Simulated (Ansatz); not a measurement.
# Tc of Bi2Pd (I4/mmm) from its phonons

Aim: the phonon-mediated transition temperature of Bi2Pd (I4/mmm) at ambient pressure, over a range of μ*. The cell shown first is a relaxed one, from steps not shown here.

Method: DFT PBEsol, scalar-relativistic, plane waves, PAW; PAW set soft_1, in Ansatz 0.2.0.

The experiments to compare with:

For Bi2Pd (quenched self-flux single crystal), “Low-temperature thermal expansion of the topological material candidates beta-PtBi2 and beta-Bi2Pd” (2022, arxiv:2204.02327) gives, by electrical resistivity and magnetisation: superconducting transition temperature (zero-field transition) 5.1 K.

## 1. The cell after earlier relaxation steps

Symmetry: I4/mmm, No. 139, tetragonal system. Conventional cell: a = 3.362 Å, b = 3.362 Å, c = 12.790 Å, α = 90.00°, β = 90.00°, γ = 90.00°. Nearest to Bi lie 4 Pd at 2.95 Å. Nearest to Pd lie 8 Bi at 2.95 Å. Farther neighbours are not listed.

## 2. Coupling and resistivity: q 3×3×3, k 9×9×9, scattering 16×16×16

The run that gives the couplings also evaluates McMillan's and Allen and Dynes's formulas and, where asked, the Eliashberg equations, over a range of μ*.

Input file input.yaml:

```yaml
crystal:
  lattice:
    - [-1.680986773, 1.680986773, 6.3948898169]
    - [1.680986773, -1.680986773, 6.3948898169]
    - [1.680986773, 1.680986773, -6.3948898169]
  atoms:
    - { symbol: Bi, position: [0.3630624038, 0.3630624038, 0.0] }
    - { symbol: Bi, position: [0.6369375962, 0.6369375962, 0.0] }
    - { symbol: Pd, position: [0.0, 0.0, 0.0] }
kpoints:
  mp_grid: { grid: [9, 9, 9] }
hamiltonian:
  xc: pbesol
  pseudopotentials: { kind: paw, azcp: { folder: soft_1 }, xc_functional: pbe }
scf:
  occupations: { method: methfessel_paxton, width: 0.2 }
output:
  eigenvalues: true
phonons:
  method: dfpt
  qmesh: [3, 3, 3]
  temperatures: { t_max: 1000, t_step: 50 }
  qpath:
    path:
      - [0.0, 0.0, 0.0]
      - [0.0, 0.0, 0.5]
      - [0.25, 0.25, 0.25]
      - [0.0, 0.5, 0.0]
      - [0.0, 0.0, 0.0]
      - [0.5, 0.5, -0.5]
    npoints: 6
  electrical_resistivity:
    mesh: [16, 16, 16]
    temperatures: [20.0, 50.0, 80.0, 100.0, 150.0, 200.0, 273.0, 300.0, 400.0, 500.0, 600.0, 800.0]
  superconductivity: { mesh: [16, 16, 16] }
```

Started as:

```
ansatz run input.yaml --threads 16 --pin off --max-ram 92160MiB --backend cuda --events-out ev --progress --plain --runs-dir out --max-vram 78GiB
```

Numbers of over 12 decimals in the logs are rounded to 6 here.

The program printed:

```text
Warning: phonons: the dynamical matrix that this run interpolates holds no multipole term above the dipole-dipole one, and a site of this crystal is no centre of inversion, so its interpolated transverse optical and acoustic branches and sound speeds can stay off near Gamma, and the density of states and the thermodynamics with them. What a run solves at a wave vector of phonons.qpoints, Gamma apart, where the deck admits one, is free of this, and under fd what a larger phonons.supercell samples
Engine: ansatz 0.2.0, aarch64-unknown-linux-gnu
Pseudopotentials: kind: paw
Pseudopotential: Bi, paw, valence charge 15, recommended cutoff 420 eV (normal), soft_1/Bi.paw.azcp
Pseudopotential: Pd, paw, valence charge 18, recommended cutoff 420 eV (normal), soft_1/Pd.paw.azcp
Functional definition: PBEsol
  exchange = pbesol_x
  correlation = pbesol_c
[...]
Crystal: 3 atoms, lattice volume = 72.281 Å³
Basis set: ecut = 420 eV, 1417 PW (Γ), exchange–correlation on 96×96×96 points (8 copies of the dense FFT grid, shifted against one another)
Bands: 29, of which v1, the nominal top of the filled ones, is band 24 counted from 1 (23 counted from 0)
Symmetry: 16 space group operations
k-points: 75 of 729
Non-local potential: Bi, projectors of the file, l = 0: 2, l = 1: 2, l = 2: 2, l = 3: 1
Non-local potential: Pd, projectors of the file, l = 0: 2, l = 1: 2, l = 2: 2, l = 3: 1
PAW form: soft (Blöchl's): semilocal exchange-correlation on the pseudo side does not see the compensation charge
PAW frozen core: Bi, regenerated for the run's functional, and the local potential with it (the file was generated under x = pbe(κ = 0.804, μ = 0.219515), c = pbe(β = 0.066725))
PAW frozen core: Pd, regenerated for the run's functional, and the local potential with it (the file was generated under x = pbe(κ = 0.804, μ = 0.219515), c = pbe(β = 0.066725))
PAW one-centre angular grid: Bi, 590 points (default); XC on 64 Gauss nodes
PAW one-centre angular grid: Pd, 590 points (default); XC on 64 Gauss nodes
Initial density: superposition of atomic densities (chi_scale 0.1, normalization cell, long waves kept (reshape's long-wave potential 0.03 eV rms))
Initial wavefunctions: pseudopotential atomic-orbital guess
[...]
Functional: x = pbesol(κ = 0.804, μ = 0.123457), c = pbesol(β = 0.046)
SCF iter   1: F=—  HF=-31400.697704 eV  |F-HF|=—  |Δ(HF+E_count)|=         —  Δρ=1.79e-1  dr2=4.43e1  ethr=3.10e-3  ⟨swp⟩=5.7  Hψ=8509  notcnv=0
preconditioner: auto → Kerker (q_TF=auto, 2.548 Å⁻¹)  [metal: Δε(μ)=0.004 eV  Ē_g=17.396 eV  σ=0.200 eV  W_gap=0.02  n_scr=20 (ndim 8)  ℏωp=27.6 eV  f_vac=0.000  D(μ)=3.17/eV (n_scr^D=24)]
SCF iter   2: F=—  HF=-31397.670194 eV  |F-HF|=—  |Δ(HF+E_count)|=    3.03e0  S|Δr|=    0.00e0  Δρ=8.58e-2  dr2=1.16e1  ethr=3.10e-3  ⟨swp⟩=2.1  Hψ=4879  notcnv=0
[...]
SCF iter  13: F=-31396.334479 eV  HF=-31396.334479 eV  |F-HF|=0.00e0  |Δ(HF+E_count)|=    0.00e0  S|Δr|=    0.00e0  Δρ=4.99e-8  dr2=1.81e-12  ethr=1.00e-12  ⟨swp⟩=5.0  Hψ=8544  notcnv=0
SCF 1 converged in 13 iterations: F = -31396.334479 eV  dr2 = 1.81e-12
  greatest PAW one-centre occupation: 0.999 electrons in one spin orbital (limit 2), on the Pd atom at site 2 (counted from 0), in its partial waves of l = 0
[...]
iter 1 solved again at ethr=2.76e-8 eV; its pass at ethr=3.10e-3 eV (dr2=1.33e-5 eV) is discarded
SCF iter   1: F=—  HF=-31396.334256 eV  |F-HF|=—  |Δ(HF+E_count)|=         —  Δρ=4.43e-7  dr2=1.06e-10  ethr=2.76e-8  ⟨swp⟩=3.9  Hψ=15207  notcnv=0
eigensolver tolerance schedule: the retry pair's looser diagonalisation over-reported the residual by 124774.85 of it (diagonalisation noise at an unbounded share of the residual, at the tolerance the schedule requests for it); recorded, not acted on — ethr = c·dr2/N_el stays at c = 1.0e-1
preconditioner: auto → Kerker (q_TF=auto, 2.548 Å⁻¹)  [metal: Δε(μ)=0.053 eV  Ē_g=17.300 eV  σ=0.200 eV  W_gap=0.22  n_scr=20 (ndim 8)  ℏωp=27.6 eV  f_vac=0.000  D(μ)=1.66/eV (n_scr^D=12)]
SCF iter   2: F=—  HF=-31396.334479 eV  |F-HF|=—  |Δ(HF+E_count)|=   2.23e-4  S|Δr|=    0.00e0  Δρ=2.55e-7  dr2=3.26e-11  ethr=1.00e-12  ⟨swp⟩=3.2  Hψ=5651  notcnv=0
[...]
SCF 2 converged in 3 iterations: F = -31396.334479 eV  dr2 = 6.46e-12
[...]
SCF 3 converged in 13 iterations: F = -31396.334479 eV  dr2 = 1.81e-12
[...]
SCF converged after 13 iterations
[...]
Hall coefficient in a weak field at 50 K (a third of the trace): -1.065e-10 m³/C (as a tensor it moves by 17.4 % between the two finest meshes); by each state's relaxation time: -1.201e-10 m³/C; by a constant relaxation time: -1.330e-10 m³/C
  mean free path at 80 K (of a tensor a third of its trace): 23.1 nm by what each carries, 20.2 by the Fermi surface alone
  Hall coefficient in a weak field at 80 K (a third of the trace): -9.085e-11 m³/C (as a tensor it moves by 17.6 % between the two finest meshes); by each state's relaxation time: -1.077e-10 m³/C; by a constant relaxation time: -1.332e-10 m³/C
  mean free path at 100 K (of a tensor a third of its trace): 17.9 nm by what each carries, 15.6 by the Fermi surface alone
  Hall coefficient in a weak field at 100 K (a third of the trace): -8.753e-11 m³/C (as a tensor it moves by 17.4 % between the two finest meshes); by each state's relaxation time: -1.050e-10 m³/C; by a constant relaxation time: -1.333e-10 m³/C
  mean free path at 150 K (of a tensor a third of its trace): 11.5 nm by what each carries, 10.1 by the Fermi surface alone
  Hall coefficient in a weak field at 150 K (a third of the trace): -8.464e-11 m³/C (as a tensor it moves by 16.6 % between the two finest meshes); by each state's relaxation time: -1.027e-10 m³/C; by a constant relaxation time: -1.335e-10 m³/C
  mean free path at 200 K (of a tensor a third of its trace): 8.53 nm by what each carries, 7.46 by the Fermi surface alone
  Hall coefficient in a weak field at 200 K (a third of the trace): -8.378e-11 m³/C (as a tensor it moves by 15.7 % between the two finest meshes); by each state's relaxation time: -1.021e-10 m³/C; by a constant relaxation time: -1.335e-10 m³/C
  mean free path at 273 K (of a tensor a third of its trace): 6.21 nm by what each carries, 5.42 by the Fermi surface alone
  Hall coefficient in a weak field at 273 K (a third of the trace): -8.340e-11 m³/C (as a tensor it moves by 14.2 % between the two finest meshes); by each state's relaxation time: -1.019e-10 m³/C; by a constant relaxation time: -1.333e-10 m³/C
  mean free path at 300 K (of a tensor a third of its trace): 5.65 nm by what each carries, 4.93 by the Fermi surface alone
  Hall coefficient in a weak field at 300 K (a third of the trace): -8.336e-11 m³/C (as a tensor it moves by 13.6 % between the two finest meshes); by each state's relaxation time: -1.019e-10 m³/C; by a constant relaxation time: -1.332e-10 m³/C
  mean free path at 400 K (of a tensor a third of its trace): 4.24 nm by what each carries, 3.68 by the Fermi surface alone
  Hall coefficient in a weak field at 400 K (a third of the trace): -8.337e-11 m³/C (as a tensor it moves by 11.4 % between the two finest meshes); by each state's relaxation time: -1.021e-10 m³/C; by a constant relaxation time: -1.329e-10 m³/C
  mean free path at 500 K (of a tensor a third of its trace): 3.40 nm by what each carries, 2.94 by the Fermi surface alone
  Hall coefficient in a weak field at 500 K (a third of the trace): -8.325e-11 m³/C (as a tensor it moves by 9.2 % between the two finest meshes); by each state's relaxation time: -1.022e-10 m³/C; by a constant relaxation time: -1.325e-10 m³/C
  mean free path at 600 K (of a tensor a third of its trace): 2.84 nm by what each carries, 2.45 by the Fermi surface alone
  Hall coefficient in a weak field at 600 K (a third of the trace): -8.270e-11 m³/C (as a tensor it moves by 7.2 % between the two finest meshes); by each state's relaxation time: -1.018e-10 m³/C; by a constant relaxation time: -1.319e-10 m³/C
  mean free path at 800 K (of a tensor a third of its trace): 2.16 nm by what each carries, 1.83 by the Fermi surface alone
  Hall coefficient in a weak field at 800 K (a third of the trace): -7.941e-11 m³/C (as a tensor it moves by 4.0 % between the two finest meshes); by each state's relaxation time: -9.921e-11 m³/C; by a constant relaxation time: -1.301e-10 m³/C
  the resistivity times a path that all electrons share, by the Fermi surface of the deck's mesh alone (a third of the trace): 1.176e-15 Ω·m²
  not converged in the mesh (λ_tr; the resistivity at 20 K by 11.15 %; the resistivity at 50 K by 10.99 %; the resistivity at 80 K by 10.95 %; the resistivity at 100 K by 10.91 %; the resistivity at 150 K by 10.75 %; the resistivity at 200 K by 10.58 %; the resistivity at 273 K by 10.37 %; the resistivity at 300 K by 10.30 %; the resistivity at 400 K by 10.08 %; the resistivity at 500 K by 9.88 %; the resistivity at  [...]
  vibrations of 27 cells: unjudged by the run; compare a larger repeat
  the changes of the potential over all sites missed a rigid shift's by 0.00 % (the site terms' by 0.10 %)
  at the force constants' own smearing the fine mesh and the k-points of their solves give squared frequencies that differ by 37.5 % of the larger at the most, at (0.3333, -0.3333, 0.3333)
--- Superconductivity: potentials and phonons of a 3×3×3 supercell ---
           mesh         λ    ħω_log (meV)  μ* declared at (meV)
       16×16×16    0.8396           6.072                7.540
          8×8×8    0.8324           6.117                7.561
          4×4×4    0.6987           6.165                7.584
  λ by the species' shares of the modes' patterns: Bi 0.5665, Pd 0.2732
  with the Fermi level up to 14.2 meV (the hardest mode) off, states and modes as they are: density of states 0.6317 to 0.6420 /eV of one spin and cell, λ 0.8322 to 0.8480
  transition temperature on the deck's mesh (K), isotropic and anisotropic, restricted to the Fermi surface (FSR) and over the full bandwidth (FBW), and the last with the density of states resolved in a narrower window:
        μ*   McMillan   Allen–Dynes      iso. FSR      iso. FBW    aniso. FSR    aniso. FBW  narrow window
      0.08      4.088         4.322         4.083         4.083         4.192         4.193          4.193
      0.10      3.633         3.822         3.543         3.543         3.656         3.656          3.656
      0.12      3.194         3.345         3.040         3.040         3.156         3.156          3.156
      0.13      2.981         3.116         2.803         2.803         2.920         2.920          2.920
      0.14      2.774         2.894         2.576         2.576         2.694         2.694          2.694
      0.16      2.374         2.468         2.151         2.152         2.271         2.271          2.271
      0.20      1.649         1.705         1.428         1.428         1.548         1.548          1.548
  isotope coefficients −∂ln Tc/∂ln M under μ* = 0.13, the force constants as they are, of the isotropic transitions restricted to the Fermi surface and over the full bandwidth: Bi 0.290 and 0.290, Pd 0.140 and 0.140
  gaps at the Fermi level over the full bandwidth under μ* = 0.1, 0.914 K: 0.355 to 0.728 meV
  gaps at the Fermi level over the full bandwidth under μ* = 0.13, 0.730 K: 0.258 to 0.587 meV
  gaps at the Fermi level over the full bandwidth under μ* = 0.16, 0.568 K: 0.180 to 0.463 meV
  converged in the mesh: between neighbouring meshes, the two finest first, λ moves by 0.86 % and 16.06 % and the anisotropic transition temperature over the full bandwidth at μ* = 0.13 by 0.68 % and 33.59 %; converged means that the two finest part by at most 2.00 % and 5.00 %
  vibrations of 27 cells: unjudged by the run; compare a larger repeat
  the changes of the potential over all sites missed a rigid shift's by 0.00 % (the site terms' by 0.10 %)
  at the force constants' own smearing the fine mesh and the k-points of their solves give squared frequencies that differ by 37.5 % of the larger at the most, at (0.3333, -0.3333, 0.3333)
```

Run time: 68 s. Hardware: 1 × NVIDIA GB200 with 16 threads of Arm Neoverse V2, shared host; peak memory 6 GiB.

The column dr2 measures how far the density is from self-consistency, as an energy; F and HF (Harris–Foulkes) agree once it is small.

Numbers from this step:

```
volume per atom                                                                : 24.09 Å³/atom
metallic on mesh                                                               : yes
gap on the k-mesh                                                              : 0 eV
zero-point energy                                                              : 0.03997 eV/cell
share of imaginary modes in the plain interpolation between solved wavevectors : 0
highest frequency, solved or plainly interpolated                              : 113.4 cm⁻¹
Debye temperature (second moment)                                              : 143 K
resistivity at 300 K                                                           : 23.94 μΩ cm, mean of the axes
coupling constant λ                                                            : 0.8396
density of states at the Fermi level                                           : 0.6366 states/eV a spin and cell
log mean phonon energy ħω_log                                                  : 6.072 meV
transport coupling constant λ_tr                                               : 0.9122, 0.9122, 0.8278 (xx, yy, zz)
Drude plasma energy                                                            : 6.913, 6.913, 5.843 eV (xx, yy, zz)
resistivity times mean free path                                               : 10.93, 10.93, 13.43 × 10⁻¹⁶ Ω m² (xx, yy, zz)
second-moment phonon energy ħω₂                                                : 7.54 meV
```

Transition temperatures:

```csv
μ*,McMillan Tc (K),Allen–Dynes Tc (K),isotropic Fermi-surface Tc (K),isotropic full bandwidth Tc (K),anisotropic Fermi-surface Tc (K),anisotropic full bandwidth Tc (K),anisotropic narrow window Tc (K)
0.08,4.09,4.32,4.08,4.08,4.19,4.19,4.19
0.1,3.63,3.82,3.54,3.54,3.66,3.66,3.66
0.12,3.19,3.35,3.04,3.04,3.16,3.16,3.16
0.13,2.98,3.12,2.8,2.8,2.92,2.92,2.92
0.14,2.77,2.89,2.58,2.58,2.69,2.69,2.69
0.16,2.37,2.47,2.15,2.15,2.27,2.27,2.27
0.2,1.65,1.71,1.43,1.43,1.55,1.55,1.55
```

## 3. Resistivity: q 4×4×4, k 12×12×12, scattering 16×16×16

The next rung changes the q mesh, which sets the reach of the force constants and couplings; the k mesh of the density and its response.

input.yaml: that of step 2 with these lines changed.

```diff
@@ -10,3 +10,3 @@
 kpoints:
-  mp_grid: { grid: [9, 9, 9] }
+  mp_grid: { grid: [12, 12, 12] }
 hamiltonian:
@@ -20,3 +20,3 @@
   method: dfpt
-  qmesh: [3, 3, 3]
+  qmesh: [4, 4, 4]
   temperatures: { t_max: 1000, t_step: 50 }
```

The program printed:

```text
[...]
Crystal: 3 atoms, lattice volume = 72.281 Å³
Basis set: ecut = 420 eV, 1417 PW (Γ), exchange–correlation on 96×96×96 points (8 copies of the dense FFT grid, shifted against one another)
Bands: 29, of which v1, the nominal top of the filled ones, is band 24 counted from 1 (23 counted from 0)
Symmetry: 16 space group operations
k-points: 163 of 1728
[...]
SCF iter   1: F=—  HF=-31400.691340 eV  |F-HF|=—  |Δ(HF+E_count)|=         —  Δρ=1.79e-1  dr2=4.43e1  ethr=3.10e-3  ⟨swp⟩=5.7  Hψ=18518  notcnv=0
[...]
SCF iter   2: F=—  HF=-31397.718446 eV  |F-HF|=—  |Δ(HF+E_count)|=    2.97e0  S|Δr|=    0.00e0  Δρ=8.67e-2  dr2=1.19e1  ethr=3.10e-3  ⟨swp⟩=2.1  Hψ=10603  notcnv=0
[...]
SCF iter  13: F=-31396.343989 eV  HF=-31396.343989 eV  |F-HF|=0.00e0  |Δ(HF+E_count)|=  1.46e-11  S|Δr|=    0.00e0  Δρ=5.05e-8  dr2=1.78e-12  ethr=1.00e-12  ⟨swp⟩=5.5  Hψ=20814  notcnv=0
SCF 1 converged in 13 iterations: F = -31396.343989 eV  dr2 = 1.78e-12
[...]
SCF iter   2: F=—  HF=-31396.343989 eV  |F-HF|=—  |Δ(HF+E_count)|=   2.26e-4  S|Δr|=    0.00e0  Δρ=3.06e-7  dr2=5.62e-11  ethr=1.00e-12  ⟨swp⟩=3.2  Hψ=12233  notcnv=0
[...]
SCF 2 converged in 3 iterations: F = -31396.343989 eV  dr2 = 9.27e-12
[...]
SCF 3 converged in 13 iterations: F = -31396.343989 eV  dr2 = 1.78e-12
[...]
SCF converged after 13 iterations
[...]
not converged in the mesh (the resistivity at 20 K by 14.03 %; the resistivity at 50 K by 12.38 %; the resistivity at 80 K by 12.14 %; the resistivity at 100 K by 12.05 %; the resistivity at 150 K by 11.85 %; the resistivity at 200 K by 11.67 %; the resistivity at 273 K by 11.45 %; the resistivity at 300 K by 11.39 %; the resistivity at 400 K by 11.17 %; the resistivity at 500 K by 10.97 %; the resistivity at 600 K [...]
  vibrations of 64 cells: unjudged by the run; compare a larger repeat
[...]
--- Superconductivity: potentials and phonons of a 4×4×4 supercell ---
           mesh         λ    ħω_log (meV)  μ* declared at (meV)
       16×16×16    0.8728           5.833                7.405
          8×8×8    0.8738           5.823                7.397
          4×4×4    0.7137           6.045                7.512
  λ by the species' shares of the modes' patterns: Bi 0.5852, Pd 0.2876
[...]
0.08      4.196         4.455         4.202         4.202         4.316         4.316          4.316
      0.10      3.753         3.963         3.668         3.668         3.786         3.786          3.786
      0.12      3.324         3.493         3.168         3.169         3.292         3.292          3.292
      0.13      3.115         3.267         2.932         2.933         3.058         3.058          3.058
      0.14      2.910         3.046         2.706         2.706         2.834         2.834          2.834
      0.16      2.515         2.623         2.281         2.281         2.413         2.413          2.413
      0.20      1.791         1.857         1.550         1.550         1.686         1.686          1.686
[...]
vibrations of 64 cells: unjudged by the run; compare a larger repeat
[...]
```

Run time: 1.9 min. Hardware: 1 × NVIDIA GB200 with 16 threads; peak memory 9.9 GiB.

Numbers from this step:

```
zero-point energy                                 : 0.04068 eV/cell
highest frequency, solved or plainly interpolated : 114.2 cm⁻¹
Debye temperature (second moment)                 : 144 K
resistivity at 300 K                              : 24.89 μΩ cm, mean of the axes
coupling constant λ                               : 0.8728
density of states at the Fermi level              : 0.6361 states/eV a spin and cell
log mean phonon energy ħω_log                     : 5.833 meV
transport coupling constant λ_tr                  : 0.9603, 0.9603, 0.8604 (xx, yy, zz)
Drude plasma energy                               : 6.914, 6.914, 5.847 eV (xx, yy, zz)
resistivity times mean free path                  : 10.94, 10.94, 13.42 × 10⁻¹⁶ Ω m² (xx, yy, zz)
second-moment phonon energy ħω₂                   : 7.405 meV
```

Transition temperatures:

```csv
μ*,McMillan Tc (K),Allen–Dynes Tc (K),isotropic Fermi-surface Tc (K),isotropic full bandwidth Tc (K),anisotropic Fermi-surface Tc (K),anisotropic full bandwidth Tc (K),anisotropic narrow window Tc (K)
0.08,4.2,4.46,4.2,4.2,4.32,4.32,4.32
0.1,3.75,3.96,3.67,3.67,3.79,3.79,3.79
0.12,3.32,3.49,3.17,3.17,3.29,3.29,3.29
0.13,3.12,3.27,2.93,2.93,3.06,3.06,3.06
0.14,2.91,3.05,2.71,2.71,2.83,2.83,2.83
0.16,2.52,2.62,2.28,2.28,2.41,2.41,2.41
0.2,1.79,1.86,1.55,1.55,1.69,1.69,1.69
```

For the log mean phonon energy ħω_log, step 2 gave 6.07 meV; this run, with k-mesh 12×12×12 and q mesh 4×4×4, gives 5.83 meV (-4 %).

(Part 1 of 2 ends here.)

[Logs are printed without paths, hosts, clocks, repeated set-up lines and the standing remarks that a program may print on its own settings, such as how far it seeks lower states.]

[Hosts, paths, dates, database ids (printed as entryN), source tags and the programs' standing remarks are cut or masked in the printed files.]
